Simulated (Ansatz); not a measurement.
# Structural relaxation of glassy 59P2O5-36K2O-5BeO (mol %) (117 atoms), part 2 of 3

Aim: bring glassy 59P2O5-36K2O-5BeO (mol %) (117 atoms) to a nearby minimum of the energy and see what moves.

Ansatz 0.2.0; Kohn-Sham DFT, revPBE, PAW (set soft_2), plane waves.

The cell: 26 P, 16 K, 1 Be and 74 O. The quench rate of 50 K/ps is many orders above laboratory rates. The starting topology of bonds comes from the classical model. Only the Γ point is sampled, in a cell whose shortest periodic width is 12 Å.

So far. Step 2 (Single point at the start): Neighbours are counted within 2.11 Å (O-P), 3.48 Å (O-K), 1.98 Å (O-Be).

**3. Relaxation**

With the cell held, the atoms are moved downhill towards a nearby minimum.

Input file input.yaml:

```yaml
crystal:
  lattice:
    - [12.11633, 0.0, 0.0]
    - [0.0, 12.11633, 0.0]
    - [0.0, 0.0, 12.11633]
  atoms:
    [... the 117 atom lines of step 2 ...]
kpoints:
  mp_grid: { grid: [1, 1, 1] }
hamiltonian:
  xc: revpbe
scf:
  occupations: { method: fermi_dirac, width: 0.05 }
output:
  forces: true
relax:
  f_tol: 0.05
  max_steps: 200
```

The run is started by

```
$ ansatz run input.yaml --threads 4 --pin off --max-ram 8192MiB --backend cpu --events-out ev --progress --plain --runs-dir out
```

Numbers of over 12 decimals in the logs are rounded to 6 here.

The log of the run:

```text
[...]
Crystal: 117 atoms, lattice volume = 1778.743 Å³
Basis set: ecut = 420 eV, 34697 PW (Γ), exchange–correlation on 162×162×162 points (8 copies of the dense FFT grid, shifted against one another)
Bands: 477, of which v1, the nominal top of the filled ones, is band 360 counted from 1 (359 counted from 0)
Symmetry: 1 space group operations
[...]
k-points: 1
[...]
SCF iter   1: F=—  HF=-86578.188681 eV  |F-HF|=—  |Δ(HF+E_count)|=         —  Δρ=6.06e-3  dr2=1.10e0  ethr=1.77e-3  ⟨swp⟩=7.0  Hψ=2470  notcnv=0  defer=104
[...]
SCF iter   7: F=-86577.860202 eV  HF=-86577.860200 eV  |F-HF|=2.23e-6  |Δ(HF+E_count)|=   7.12e-5  Δρ=4.04e-5  dr2=2.57e-5  ethr=8.68e-9  ⟨swp⟩=3.0  Hψ=1811  notcnv=0
SCF 1 converged in 7 iterations: F = -86577.860202 eV  dr2 = 2.57e-5
[...]
relax step   1: F+E_penalty+E_count = -86577.86020195 eV  Δ(F+E_penalty+E_count) = +0.000e0 eV  max|allowed force component| = 6.411e0 eV/Å  Δτ_max = 0.0000 Å  (7 SCF iters, dr2 threshold 6.25e-5 eV, accepted)
[...]
relax step   2: F+E_penalty+E_count = -86584.67311091 eV  Δ(F+E_penalty+E_count) = -6.813e0 eV  max|allowed force component| = 4.854e0 eV/Å  Δτ_max = 0.1997 Å  (7 SCF iters, dr2 threshold 1.00e-4 eV, accepted)
[...]
relax step   3: F+E_penalty+E_count = -86590.35727593 eV  Δ(F+E_penalty+E_count) = -5.684e0 eV  max|allowed force component| = 1.388e0 eV/Å  Δτ_max = 0.1977 Å  (8 SCF iters, dr2 threshold 1.00e-4 eV, accepted)
relax step   4: F+E_penalty+E_count = -86592.58874453 eV  Δ(F+E_penalty+E_count) = -2.231e0 eV  max|allowed force component| = 1.062e0 eV/Å  Δτ_max = 0.1986 Å  (7 SCF iters, dr2 threshold 1.00e-4 eV, accepted)
relax step   5: F+E_penalty+E_count = -86593.98812238 eV  Δ(F+E_penalty+E_count) = -1.399e0 eV  max|allowed force component| = 7.802e-1 eV/Å  Δτ_max = 0.1950 Å  (7 SCF iters, dr2 threshold 9.23e-5 eV, accepted)
relax step   6: F+E_penalty+E_count = -86594.88337386 eV  Δ(F+E_penalty+E_count) = -8.953e-1 eV  max|allowed force component| = 5.776e-1 eV/Å  Δτ_max = 0.1926 Å  (7 SCF iters, dr2 threshold 1.00e-4 eV, accepted)
relax step   7: F+E_penalty+E_count = -86595.49847345 eV  Δ(F+E_penalty+E_count) = -6.151e-1 eV  max|allowed force component| = 4.338e-1 eV/Å  Δτ_max = 0.1953 Å  (7 SCF iters, dr2 threshold 1.00e-4 eV, accepted)
relax step   8: F+E_penalty+E_count = -86596.03545030 eV  Δ(F+E_penalty+E_count) = -5.370e-1 eV  max|allowed force component| = 3.833e-1 eV/Å  Δτ_max = 0.1955 Å  (7 SCF iters, dr2 threshold 1.00e-4 eV, accepted)
relax step   9: F+E_penalty+E_count = -86596.54185880 eV  Δ(F+E_penalty+E_count) = -5.064e-1 eV  max|allowed force component| = 4.852e-1 eV/Å  Δτ_max = 0.1956 Å  (7 SCF iters, dr2 threshold 8.29e-5 eV, accepted)
relax step  10: F+E_penalty+E_count = -86596.97403776 eV  Δ(F+E_penalty+E_count) = -4.322e-1 eV  max|allowed force component| = 1.837e0 eV/Å  Δτ_max = 0.1958 Å  (7 SCF iters, dr2 threshold 1.00e-4 eV, accepted)
relax step  11: F+E_penalty+E_count = -86597.40452199 eV  Δ(F+E_penalty+E_count) = -4.305e-1 eV  max|allowed force component| = 1.640e0 eV/Å  Δτ_max = 0.1949 Å  (7 SCF iters, dr2 threshold 1.00e-4 eV, accepted)
relax step  12: F+E_penalty+E_count = -86597.71831299 eV  Δ(F+E_penalty+E_count) = -3.138e-1 eV  max|allowed force component| = 8.123e-1 eV/Å  Δτ_max = 0.1765 Å  (7 SCF iters, dr2 threshold 1.00e-4 eV, accepted)
relax step  13: F+E_penalty+E_count = -86598.05272856 eV  Δ(F+E_penalty+E_count) = -3.344e-1 eV  max|allowed force component| = 5.917e-1 eV/Å  Δτ_max = 0.2000 Å  (7 SCF iters, dr2 threshold 1.00e-4 eV, accepted)
relax step  14: F+E_penalty+E_count = -86598.38015423 eV  Δ(F+E_penalty+E_count) = -3.274e-1 eV  max|allowed force component| = 4.959e-1 eV/Å  Δτ_max = 0.1911 Å  (8 SCF iters, dr2 threshold 8.59e-5 eV, accepted)
relax step  15: F+E_penalty+E_count = -86598.53167811 eV  Δ(F+E_penalty+E_count) = -1.515e-1 eV  max|allowed force component| = 5.926e-1 eV/Å  Δτ_max = 0.1494 Å  (7 SCF iters, dr2 threshold 1.00e-4 eV, accepted)
relax step  16: F+E_penalty+E_count = -86598.69327257 eV  Δ(F+E_penalty+E_count) = -1.616e-1 eV  max|allowed force component| = 4.109e-1 eV/Å  Δτ_max = 0.0978 Å  (6 SCF iters, dr2 threshold 1.00e-4 eV, accepted)
relax step  17: F+E_penalty+E_count = -86598.89035424 eV  Δ(F+E_penalty+E_count) = -1.971e-1 eV  max|allowed force component| = 4.793e-1 eV/Å  Δτ_max = 0.1911 Å  (7 SCF iters, dr2 threshold 8.11e-5 eV, accepted)
relax step  18: F+E_penalty+E_count = -86599.06935683 eV  Δ(F+E_penalty+E_count) = -1.790e-1 eV  max|allowed force component| = 5.087e-1 eV/Å  Δτ_max = 0.1949 Å  (7 SCF iters, dr2 threshold 1.00e-4 eV, accepted)
relax step  19: F+E_penalty+E_count = -86599.28538236 eV  Δ(F+E_penalty+E_count) = -2.160e-1 eV  max|allowed force component| = 4.973e-1 eV/Å  Δτ_max = 0.1950 Å  (7 SCF iters, dr2 threshold 1.00e-4 eV, accepted)
relax step  20: F+E_penalty+E_count = -86599.51023084 eV  Δ(F+E_penalty+E_count) = -2.248e-1 eV  max|allowed force component| = 4.482e-1 eV/Å  Δτ_max = 0.1950 Å  (7 SCF iters, dr2 threshold 1.00e-4 eV, accepted)
relax step  21: F+E_penalty+E_count = -86599.71490023 eV  Δ(F+E_penalty+E_count) = -2.047e-1 eV  max|allowed force component| = 3.900e-1 eV/Å  Δτ_max = 0.1917 Å  (7 SCF iters, dr2 threshold 1.00e-4 eV, accepted)
relax step  22: F+E_penalty+E_count = -86599.85993438 eV  Δ(F+E_penalty+E_count) = -1.450e-1 eV  max|allowed force component| = 2.527e-1 eV/Å  Δτ_max = 0.1957 Å  (7 SCF iters, dr2 threshold 1.00e-4 eV, accepted)
relax step  23: F+E_penalty+E_count = -86599.90892485 eV  Δ(F+E_penalty+E_count) = -4.899e-2 eV  max|allowed force component| = 4.357e-1 eV/Å  Δτ_max = 0.1937 Å  (7 SCF iters, dr2 threshold 2.68e-5 eV, accepted)
relax step  24: F+E_penalty+E_count = -86599.95429468 eV  Δ(F+E_penalty+E_count) = -4.537e-2 eV  max|allowed force component| = 1.652e-1 eV/Å  Δτ_max = 0.1914 Å  (7 SCF iters, dr2 threshold 7.97e-5 eV, accepted)
[...]
relax step  44: F+E_penalty+E_count = -86601.14899332 eV  Δ(F+E_penalty+E_count) = +5.303e-2 eV  max|allowed force component| = 6.577e-1 eV/Å  Δτ_max = 0.2000 Å  (8 SCF iters, dr2 threshold 7.43e-6 eV, rejected (line search))
relax step  45: F+E_penalty+E_count = -86601.26491528 eV  Δ(F+E_penalty+E_count) = -6.289e-2 eV  max|allowed force component| = 1.382e-1 eV/Å  Δτ_max = 0.0965 Å  (10 SCF iters, accepted)
[...]
relax step  67: F+E_penalty+E_count = -86602.45988422 eV  Δ(F+E_penalty+E_count) = -2.510e-2 eV  max|allowed force component| = 2.655e-1 eV/Å  Δτ_max = 0.0805 Å  (6 SCF iters, dr2 threshold 4.15e-5 eV, accepted)
relax step  68: F+E_penalty+E_count = -86602.48057368 eV  Δ(F+E_penalty+E_count) = -2.069e-2 eV  max|allowed force component| = 3.120e-1 eV/Å  Δτ_max = 0.0649 Å  (5 SCF iters, dr2 threshold 7.05e-5 eV, accepted)
relax step  69: F+E_penalty+E_count = -86602.51295589 eV  Δ(F+E_penalty+E_count) = -3.238e-2 eV  max|allowed force component| = 3.756e-1 eV/Å  Δτ_max = 0.1355 Å  (7 SCF iters, dr2 threshold 9.74e-5 eV, accepted)
relax step  70: F+E_penalty+E_count = -86602.54520879 eV  Δ(F+E_penalty+E_count) = -3.225e-2 eV  max|allowed force component| = 3.754e-1 eV/Å  Δτ_max = 0.1151 Å  (6 SCF iters, dr2 threshold 1.00e-4 eV, accepted)
relax step  71: F+E_penalty+E_count = -86602.59170043 eV  Δ(F+E_penalty+E_count) = -4.649e-2 eV  max|allowed force component| = 8.545e-1 eV/Å  Δτ_max = 0.1966 Å  (7 SCF iters, dr2 threshold 1.00e-4 eV, accepted)
relax step  72: F+E_penalty+E_count = -86602.64636284 eV  Δ(F+E_penalty+E_count) = -5.466e-2 eV  max|allowed force component| = 9.312e-1 eV/Å  Δτ_max = 0.1133 Å  (5 SCF iters, dr2 threshold 1.00e-4 eV, accepted)
relax step  73: F+E_penalty+E_count = -86602.72795425 eV  Δ(F+E_penalty+E_count) = -8.159e-2 eV  max|allowed force component| = 7.735e-1 eV/Å  Δτ_max = 0.1501 Å  (6 SCF iters, dr2 threshold 1.00e-4 eV, accepted)
relax step  74: F+E_penalty+E_count = -86602.77954689 eV  Δ(F+E_penalty+E_count) = -5.159e-2 eV  max|allowed force component| = 5.593e-1 eV/Å  Δτ_max = 0.1518 Å  (6 SCF iters, dr2 threshold 1.00e-4 eV, accepted)
relax step  75: F+E_penalty+E_count = -86602.72534935 eV  Δ(F+E_penalty+E_count) = +5.420e-2 eV  max|allowed force component| = 3.174e-1 eV/Å  Δτ_max = 0.2000 Å  (7 SCF iters, dr2 threshold 1.00e-4 eV, rejected (line search))
relax step  76: F+E_penalty+E_count = -86602.82649353 eV  Δ(F+E_penalty+E_count) = -4.695e-2 eV  max|allowed force component| = 1.486e-1 eV/Å  Δτ_max = 0.0953 Å  (10 SCF iters, accepted)
relax step  77: F+E_penalty+E_count = -86602.83089704 eV  Δ(F+E_penalty+E_count) = -4.404e-3 eV  max|allowed force component| = 7.946e-2 eV/Å  Δτ_max = 0.0324 Å  (9 SCF iters, accepted)
[...]
relax step  78: F+E_penalty+E_count = -86602.83386264 eV  Δ(F+E_penalty+E_count) = -2.966e-3 eV  max|allowed force component| = 4.291e-2 eV/Å  Δτ_max = 0.0180 Å  (7 SCF iters, accepted)
SCF converged after 7 iterations
Free energy (F): -86602.833863 eV
[...]
Internal energy: -86602.833863 eV  (E = F + TS)
E sigma→0 (E₀):  -86602.833863 eV
Fermi energy:    5.497738 eV
[...]
--- Forces (eV/Å), atoms counted from 1 ---
  atom   1  P     -0.00084412     0.00597929     0.02799706
  atom   2  P     -0.00291008     0.00454140     0.04291407
  atom   3  P     -0.01552848     0.02401395    -0.02896758
  atom   4  P     -0.01561266     0.01468703    -0.00154284
  atom   5  P     -0.01113023    -0.01507877     0.01634382
  atom   6  P     -0.01376749    -0.00759254     0.00868678
  atom   7  P     -0.01719623     0.00736787     0.01296033
  atom   8  P     -0.00581280     0.00752686    -0.01032967
  atom   9  P      0.02694884     0.00232467     0.00760016
  atom  10  P      0.00453815     0.00025718     0.00698407
  atom  11  P     -0.01808857    -0.00138195     0.01503363
  atom  12  P     -0.03027970     0.00595850    -0.01450913
  atom  13  P      0.00430390    -0.00353903    -0.00139362
  atom  14  P     -0.00240199     0.00327305    -0.00470933
[...]
atom 116  O     -0.00872166     0.00499879    -0.00127817
  atom 117  O      0.00368253     0.00084962     0.00425429
  max |Σ_I F_I| component: 1.15e-4 eV/Å
--- Relaxed structure (78 steps of the walk, 76 accepted, 0 SCFs on fresh bases) ---
  F+E_penalty+E_count = -86602.83386264 eV   max|allowed force component| = 4.291e-2 eV/Å
  atoms:
    - { symbol: P, position: [0.721079, 0.092017, 0.290055] }
    - { symbol: P, position: [0.213310, 0.381980, 0.376318] }
    - { symbol: P, position: [0.468520, 0.555393, 0.702936] }
    - { symbol: P, position: [0.349116, 0.693985, 0.102214] }
[...]
- { symbol: O, position: [0.245350, 0.663921, 0.041380] }
```

Elapsed: 21 min, on 4 threads of Arm Neoverse V2, shared host; peak memory 2.4 GiB.

Relaxation path (22 of 78):

```tsv
step	energy less that of the first step (eV)	largest force component (eV/Å)
1	0.0000	6.4114
5	-16.1279	0.7802
8	-18.1752	0.3833
12	-19.8581	0.8123
16	-20.8331	0.4109
19	-21.4252	0.4973
23	-22.0487	0.4357
27	-22.2178	0.1950
30	-22.3248	0.5025
34	-22.5999	0.2304
38	-22.9667	0.1961
41	-23.2317	0.2153
45	-23.4047	0.1382
49	-23.4842	0.1306
52	-23.5816	0.1785
56	-23.8790	0.2007
60	-24.2922	0.1853
63	-24.4859	0.2915
67	-24.5997	0.2655
71	-24.7315	0.8545
74	-24.9193	0.5593
78	-24.9737	0.0429
```

Relaxation steps 44, 75 were tried and not accepted.

The atoms that moved most (Å):

```tsv
atom	dx	dy	dz	length
K34	1.689	1.428	-2.997	3.725
K32	-2.244	-0.833	2.757	3.651
K36	-2.605	-0.436	-1.575	3.075
O106	0.105	0.451	2.515	2.557
O76	0.211	-1.073	-2.252	2.503
O45	0.812	-1.896	-1.114	2.344
O116	-0.924	1.739	0.941	2.182
O66	-1.064	-1.216	-1.435	2.162
```

The relaxation changed the energy by -213 meV/atom, and atoms moved by 1.4 Å r.m.s., 3.7 Å at most.

**4. Local order after relaxation**

Bonds before and after, by the cutoffs listed below:

```tsv
pair	bonds before	bonds after	mean before (Å)	mean after (Å)	spread before (Å)	spread after (Å)
O-P	106	105	1.546	1.577	0.062	0.084
O-Be	3	4	1.538	1.689	0.011	0.058
```

Density 2.45 g/cm³, 15.20 Å³ an atom.

Pair distribution functions g(r), in bins of 0.2 Å:

```tsv
r (Å)	total	O-O	O-P	O-K	O-Be	P-P	P-K
1.40	1.14	0.00	4.05	0.00	0.00	0.00	0.00
1.60	3.21	0.00	11.05	0.00	10.45	0.00	0.00
1.80	0.19	0.00	0.57	0.00	3.04	0.00	0.00
2.00	0.00	0.00	0.00	0.00	0.00	0.00	0.00
2.20	0.02	0.05	0.00	0.00	0.00	0.00	0.00
2.40	0.45	1.00	0.00	0.30	0.00	0.00	0.00
2.60	2.57	5.25	0.05	2.62	0.00	0.00	0.00
2.80	0.81	0.69	0.05	2.58	0.00	1.53	0.00
3.00	0.83	0.57	0.25	1.42	1.04	4.65	0.00
3.20	0.89	0.96	0.61	1.05	0.00	1.03	1.48
3.40	1.08	0.92	1.80	0.31	0.00	0.00	2.23
3.60	1.01	0.92	1.33	0.41	2.93	0.00	2.10
3.80	0.94	0.75	1.21	0.58	1.98	0.14	2.14
4.00	1.12	0.61	1.74	1.01	2.33	0.65	1.41
4.20	1.02	0.67	1.34	0.96	1.08	1.30	1.76
4.40	0.92	0.89	0.90	0.97	2.04	1.52	0.27
4.60	0.94	1.19	0.79	0.65	0.93	0.89	0.71
4.80	1.15	1.56	0.67	1.47	0.85	0.91	0.22
5.00	1.07	1.25	0.56	1.60	0.77	1.26	0.41
5.20	1.07	0.93	1.05	1.17	0.34	1.71	1.39
5.40	0.94	1.02	0.87	0.84	1.00	1.01	1.17
5.60	0.99	1.02	1.12	0.73	1.21	0.74	1.19
5.80	0.86	0.79	0.97	0.84	0.85	1.00	0.76
6.00	1.02	0.97	1.25	0.92	2.40	0.64	0.89
```

Bonds by pair of elements; cutoffs follow the first minimum of g(r), held within bounds set by covalent radii, and pairs that aren't listed don't count as bonded:

```tsv
pair A-B	cutoff (Å)	bonds	mean length (Å)	spread (Å)	shortest (Å)	B about A	A about B
O-P	2.11	105	1.58	0.084	1.45	1.42	4.04
O-K	3.15	91	2.78	0.168	2.42	1.23	5.69
O-Be	2.15	4	1.69	0.058	1.62	0.054	4
```

The cutoff for O-K falls short of the minimum of g(r), so counts run low and odd coordinations can be artefacts.

How many atoms have how many bonded neighbours:

```tsv
element	mean	1	2	3	4	5	6	7	9
Be	4	0	0	0	1	0	0	0	0
K	5.69	0	0	0	2	7	3	3	1
O	2.70	1	33	28	11	1	0	0	0
P	4.04	0	0	0	25	1	0	0	0
```

Bond angles (no mean is given where the spread exceeds 20°):

```tsv
angle	count	mean (°)	spread (°)
O-P-O	160	109	9.4
K-O-P	101	-	-
K-O-K	54	-	-
P-O-P	31	135	10.4
```

Oxygen atoms by the number of network formers (Si, P, Ge, B, Al, As, Ga) bound to them:

```tsv
network formers bound to O	O atoms	per cent
0	0	0
1	43	58.1
2	31	41.9
```

Network units: each former by its oxygen neighbours and how many of them bridge to another former:

```tsv
former	O neighbours	bridging O	atoms
P	4	1	3
P	4	2	12
P	4	3	10
P	5	5	1
```

Bond length by coordination (bonds to H left out):

```tsv
element	coordination	atoms	mean bond length (Å)
K	4	2	2.72
K	5	7	2.76
K	6	3	2.79
K	7	3	2.82
K	9	1	2.82
O	1	1	1.47
O	2	33	1.79
O	3	28	2.20
O	4	11	2.46
O	5	1	2.58
P	4	25	1.57
P	5	1	1.66
```

Rings of the network by King's shortest-path rule, up to 12 atoms, one path for each pair of neighbours; H, halogens, alkali and alkaline-earth atoms are left out, and the last column divides by all other atoms, bonded or not:

```tsv
ring size (atoms)	rings	per network atom
10	2	0.02
12	2	0.02
```

The O-P-O angle averages 109° with a spread of 9°. Counting bonds to P alone, not to Be, 42 % of the oxygens join two of these atoms and 58 % one. The commonest P unit has 4 oxygens, 2 of them shared with other formers (12 of 26 atoms). Rings of 10 and 12 atoms are the most common (50 % each of those counted); sizes run from 10 to 12, where the search stops.

(Continued in part 3 of 3.)

[Logs are printed without paths, hosts, clocks, repeated set-up lines and the standing remarks that a program may print on its own settings, such as how far it seeks lower states.]

[Hosts, paths, dates, database ids (printed as entryN), source tags and the programs' standing remarks are cut or masked in the printed files.]
